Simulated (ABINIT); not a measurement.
# Beyond one shot: LiCaH3 (R-3c), part 3 of 3

Wanted: G0W0 and self-consistent gaps of LiCaH3 (R-3c), with the cost of the cycles.

ABINIT 10.8.3; LDA and many-body steps on it, plane waves. Known limits of the many-body steps: not at the basis limit; coarse k mesh.

So far. Step 11 (evGW, cycle 1): Against G0W0 in ABINIT (2×2×2 mesh, 80 bands, screening to 106.1 eV, Godby-Needs plasmon pole), the gap moves by +0.514 eV. Step 14 (evGW, cycle 2): Against the cycle before, the gap moves by +0.026 eV.

## (15) Screening, 2×2×2 mesh, 80 bands, screening to 106.1 eV

This step: RPA screening on LDA, plane waves, norm-conserving pseudopotentials.

File run.abi:

```
acell 3*1.0 Angstrom
rprim 
  2.605565885003 1.504324165098 4.142435874900
  -2.605565885003 1.504324165098 4.142435874900
  -0.000000000000 -3.008648330196 4.142435874900
ntypat 3
znucl 3 20 1
natom 10
typat 1 1 2 2 3 3 3 3 3 3
xred 
  0.000000000000 0.000000000000 0.000000000000
  0.500000000000 0.500000000000 0.500000000000
  0.250000000000 0.250000000000 0.250000000000
  0.750000000000 0.750000000000 0.750000000000
  0.698431000000 0.801569000000 0.250000000000
  0.250000000000 0.698431000000 0.801569000000
  0.801569000000 0.250000000000 0.698431000000
  0.750000000000 0.301569000000 0.198431000000
  0.198431000000 0.750000000000 0.301569000000
  0.301569000000 0.198431000000 0.750000000000
pp_dirpath "pseudos"
pseudos "Li.upf, Ca.upf, H.upf"
ecut 33
ngkpt 2 2 2
nshiftk 1
shiftk 0 0 0
kptopt 1
chksymbreak 0
istwfk *1
occopt 1
irdwfk 1
optdriver 3
nband 80
ecuteps 3.9
inclvkb 2
awtr 1
symchi 1
gwcalctyp 10
mbpt_sciss 2.368 eV
nqptdm 1
qptdm 
  0 0 0
indata_prefix "in"
outdata_prefix "out"
tmpdata_prefix "tmp"
```

The run is started by

```sh
$ OMP_NUM_THREADS=1 mpirun -n 4 abinit run.abi > log
```

Numbers of over 12 decimals in the logs are rounded to 6 here.

The program printed:

```text
.Version 10.8.3 of ABINIT. v10.8.2 released Aug 2026.

 Symmetries : space group R-3 c (#167); Bravais hR (rhombohedral)
[... echo of the input left out ...]
== DATASET  1 ==================================================================
-   mpi_nproc: 4, omp_nthreads: 1 (-1 if OMP is not activated)

--- !DatasetInfo
iteration_state: {dtset: 1, }
dimensions: {natom: 10, nkpt: 4, mband: 80, nsppol: 1, nspinor: 1, nspden: 1, mpw: 5964, }
cutoff_energies: {ecut:  33.0, pawecutdg:  -1.0, }
[...]
[... chi0 elements left out ...]
 For q-point:  0.000010 0.000020 0.000030
  dielectric constant =   4.4190
  dielectric constant without local fields =   4.7697

  Average fulfillment of the sum rule on Im[epsilon] for q-point    1 :     62.14  [%]
[... wings left out ...]
== END DATASET(S) ==============================================================
================================================================================

 -outvars: echo values of variables after computation  --------
           etotal      0.0000000000E+00
            nband          80
             nkpt           4
          spgroup         167
 [... the other variables as echoed above ...]

 Calculation completed.
```

Wall time 12 s (4 MPI ranks of Arm Neoverse N1, shared host); peak memory 0.87 GiB; 48 s of CPU time.

Numbers from this step:

```
ε∞ with local fields, on this mesh, along the program's q direction : 4.419
the same without local fields                                       : 4.770
plasma frequency                                                    : 21.28 eV
plane waves in the screening matrix                                 : 259
```

This screening uses the functional's bands under a rigid shift, the mean opening of the cycle before.

## (16) Screening, 2×2×2 mesh, 80 bands, screening to 106.1 eV

This step: RPA screening on LDA from quasiparticle energies, plane waves, norm-conserving pseudopotentials.

Edit run.abi of step 15 so:

```diff
@@ -37,7 +37,9 @@
 symchi 1
+irdqps 1
 gwcalctyp 10
-mbpt_sciss 2.368 eV
-nqptdm 1
+nqptdm 3
 qptdm 
-  0 0 0
+  0.5000000000 0.0000000000 0.0000000000
+  0.5000000000 0.5000000000 0.0000000000
+  0.5000000000 0.5000000000 0.5000000000
 indata_prefix "in"
```

File mrgscr.stdin:

```
2
merged
q0_SCR
out_SCR
1
```

The run is started by

```sh
$ OMP_NUM_THREADS=1 mpirun -n 4 abinit run.abi > log; mrgscr < mrgscr.stdin
```

The program printed:

```text
.Version 10.8.3 of ABINIT. v10.8.2 released Aug 2026.

 Symmetries : space group R-3 c (#167); Bravais hR (rhombohedral)
[... echo of the input left out ...]
== DATASET  1 ==================================================================
-   mpi_nproc: 4, omp_nthreads: 1 (-1 if OMP is not activated)

--- !DatasetInfo
iteration_state: {dtset: 1, }
dimensions: {natom: 10, nkpt: 4, mband: 80, nsppol: 1, nspinor: 1, nspden: 1, mpw: 5964, }
cutoff_energies: {ecut:  33.0, pawecutdg:  -1.0, }
[...]
q-point number  1        q = ( 0.500000, 0.000000, 0.000000) [r.l.u.]
--------------------------------------------------------------------------------
[... chi0 elements left out ...]
  Average fulfillment of the sum rule on Im[epsilon] for q-point    2 :     67.24  [%]

--------------------------------------------------------------------------------
  q-point number  2        q = ( 0.500000, 0.500000, 0.000000) [r.l.u.]
--------------------------------------------------------------------------------
[... chi0 elements left out ...]
  Average fulfillment of the sum rule on Im[epsilon] for q-point    3 :     65.85  [%]

 [... 1 further q-points ...]
```

It took 9.2 s on 4 MPI ranks; peak memory 0.71 GiB; 36 s of CPU time.

This step gave:

```
plasma frequency                    : 21.28 eV
plane waves in the screening matrix : 259
```

This screening reads the quasiparticle levels of the cycle before.

## (17) evGW, cycle 3

This step: evGW on LDA, plane waves, norm-conserving pseudopotentials.

Edit run.abi of step 16 so:

```diff
@@ -31,12 +31,10 @@
 irdwfk 1
-optdriver 3
+optdriver 4
 nband 80
-ecuteps 3.9
-inclvkb 2
-awtr 1
-symchi 1
-irdqps 1
 gwcalctyp 10
-nqptdm 3
-qptdm 
+ecutsigx 33
+symsigma 1
+nkptgw 4
+kptgw 
+  0.0000000000 0.0000000000 0.0000000000
   0.5000000000 0.0000000000 0.0000000000
@@ -44,2 +42,11 @@
   0.5000000000 0.5000000000 0.5000000000
+bdgw 
+  11 22
+  11 22
+  11 22
+  11 22
+ecuteps 3.9
+irdscr 1
+ppmodel 1
+irdqps 1
 indata_prefix "in"
```

The run is started by

```sh
$ OMP_NUM_THREADS=1 mpirun -n 4 abinit run.abi > log
```

The program printed:

```text
.Version 10.8.3 of ABINIT. v10.8.2 released Aug 2026.

 Symmetries : space group R-3 c (#167); Bravais hR (rhombohedral)
[... echo of the input left out ...]
== DATASET  1 ==================================================================
-   mpi_nproc: 4, omp_nthreads: 1 (-1 if OMP is not activated)

--- !DatasetInfo
iteration_state: {dtset: 1, }
dimensions: {natom: 10, nkpt: 4, mband: 80, nsppol: 1, nspinor: 1, nspden: 1, mpw: 5964, }
cutoff_energies: {ecut:  33.0, pawecutdg:  -1.0, }
[...]
.  kptgw no:  2; Maximum DeltaE = (  -0.001   0.000) for band index:  1
.  kptgw no:  3; Maximum DeltaE = (  -0.001   0.000) for band index:  2
.  kptgw no:  4; Maximum DeltaE = (  -0.001   0.000) for band index:  1

== END DATASET(S) ==============================================================
================================================================================

 -outvars: echo values of variables after computation  --------
           etotal      0.0000000000E+00
            nband          80
             nkpt           4
          spgroup         167
 [... the other variables as echoed above ...]

 Calculation completed.
```

The job ended after 38 s (4 MPI ranks; peak memory 1.2 GiB; 2.5 min of CPU time).

Numbers from this step:

```yaml
quasiparticle_gap_on_the_mesh: 4.286 eV
gap_of_the_density_functional_on_the_mesh: 2.318 eV
k_of_the_valence_top: 0.5, 0.5, 0
k_of_the_conduction_bottom: 0.5, 0.5, 0
least_direct_quasiparticle_gap_on_the_computed_points: 4.286 eV
```

Against the cycle before, the gap moves by +0.003 eV.

## (18) Side by side

Times are wall times on 4 MPI ranks of Arm Neoverse N1, shared host, good to a factor of about two. A run's time includes the screening step that it read.

```csv
run,mesh,bands,screening cutoff (eV),DFT gap (eV),gap on the mesh (eV),direct (eV),ε∞ used,time
G0W0,2×2×2,80,106.1,2.318,3.743,3.743,5.95,27 s
"evGW0, cycle 1",2×2×2,80,106.1,2.318,4.092,4.092,5.95,55 s
"evGW0, cycle 2",2×2×2,80,106.1,2.318,3.930,3.930,5.95,56 s
"evGW0, cycle 3",2×2×2,80,106.1,2.318,3.943,3.943,5.95,56 s
"evGW0, cycle 4",2×2×2,80,106.1,2.318,3.942,3.942,5.95,56 s
"evGW, cycle 1",2×2×2,80,106.1,2.318,4.257,4.257,4.60,59 s
"evGW, cycle 2",2×2×2,80,106.1,2.318,4.283,4.283,4.43,59 s
"evGW, cycle 3",2×2×2,80,106.1,2.318,4.286,4.286,4.42,59 s
```

## (19) What came out

```yaml
g0w0: 3.743 eV
evgw0_cycle_1: 4.092 eV
evgw0_cycle_2: 3.930 eV
evgw0_cycle_3: 3.943 eV
evgw0_cycle_4: 3.942 eV
evgw_cycle_1: 4.257 eV
evgw_cycle_2: 4.283 eV
evgw_cycle_3: 4.286 eV
known_limits: not at the basis limit; coarse k mesh
```

What this shows: Only the bands that the input lists are updated; the others, empty or deep, keep the functional's energies or take a rigid shift. The evGW loop starts from the last levels of evGW0, so its cycles and time come on top of those. evGW0 ends at 3.94 eV, +0.20 eV from G0W0, after 4 cycles that took 2.5 min beside the first screening; the last moved the gap by 0.001 eV. evGW ends at 4.29 eV, +0.54 eV from G0W0, after 3 cycles that took 3 min beside the first screening; the last moved the gap by 0.003 eV. The first cycle of evGW0 takes the full correction, without the factor Z, so it overshoots the one-shot value. Bands and cutoff are finite, so the gap is not at the basis limit. The miss can reach some tenths of an eV and take either sign; the mesh is an error of its own. A denser mesh or path gives a starting gap of 2.20 eV: the GW mesh misses a band edge, so its gaps are not the fundamental one. The 2×2×2 mesh is coarse for this cell, which bears on the long-range parts of exchange and screening. In the updated screening the q = 0 part is built from Kohn-Sham bands under a rigid shift, the other q from the quasiparticle levels.

[Paths, hosts, dates, memory and timing lines, banners, echoed tables and standing remarks are left out of the program output.]

[Logs are printed without paths, hosts, clocks, repeated set-up lines and the standing remarks that a program may print on its own settings, such as how far it seeks lower states.]

[Runs of the session that timed out or met a known fault of the program may be left out.]

[Hosts, paths, dates, database ids (printed as entryN), source tags and the programs' standing remarks are cut or masked in the printed files.]

[G0W0 gaps are taken among the corrected bands and points alone; a level outside them can change the order at an edge.]

[Where Ansatz stands beside ABINIT at settings called matched, ABINIT's density can come from a denser mesh and the files from another edition; pairs whose starting gaps differed by over 0.03 eV were left out, so agreement reads better than it is.]
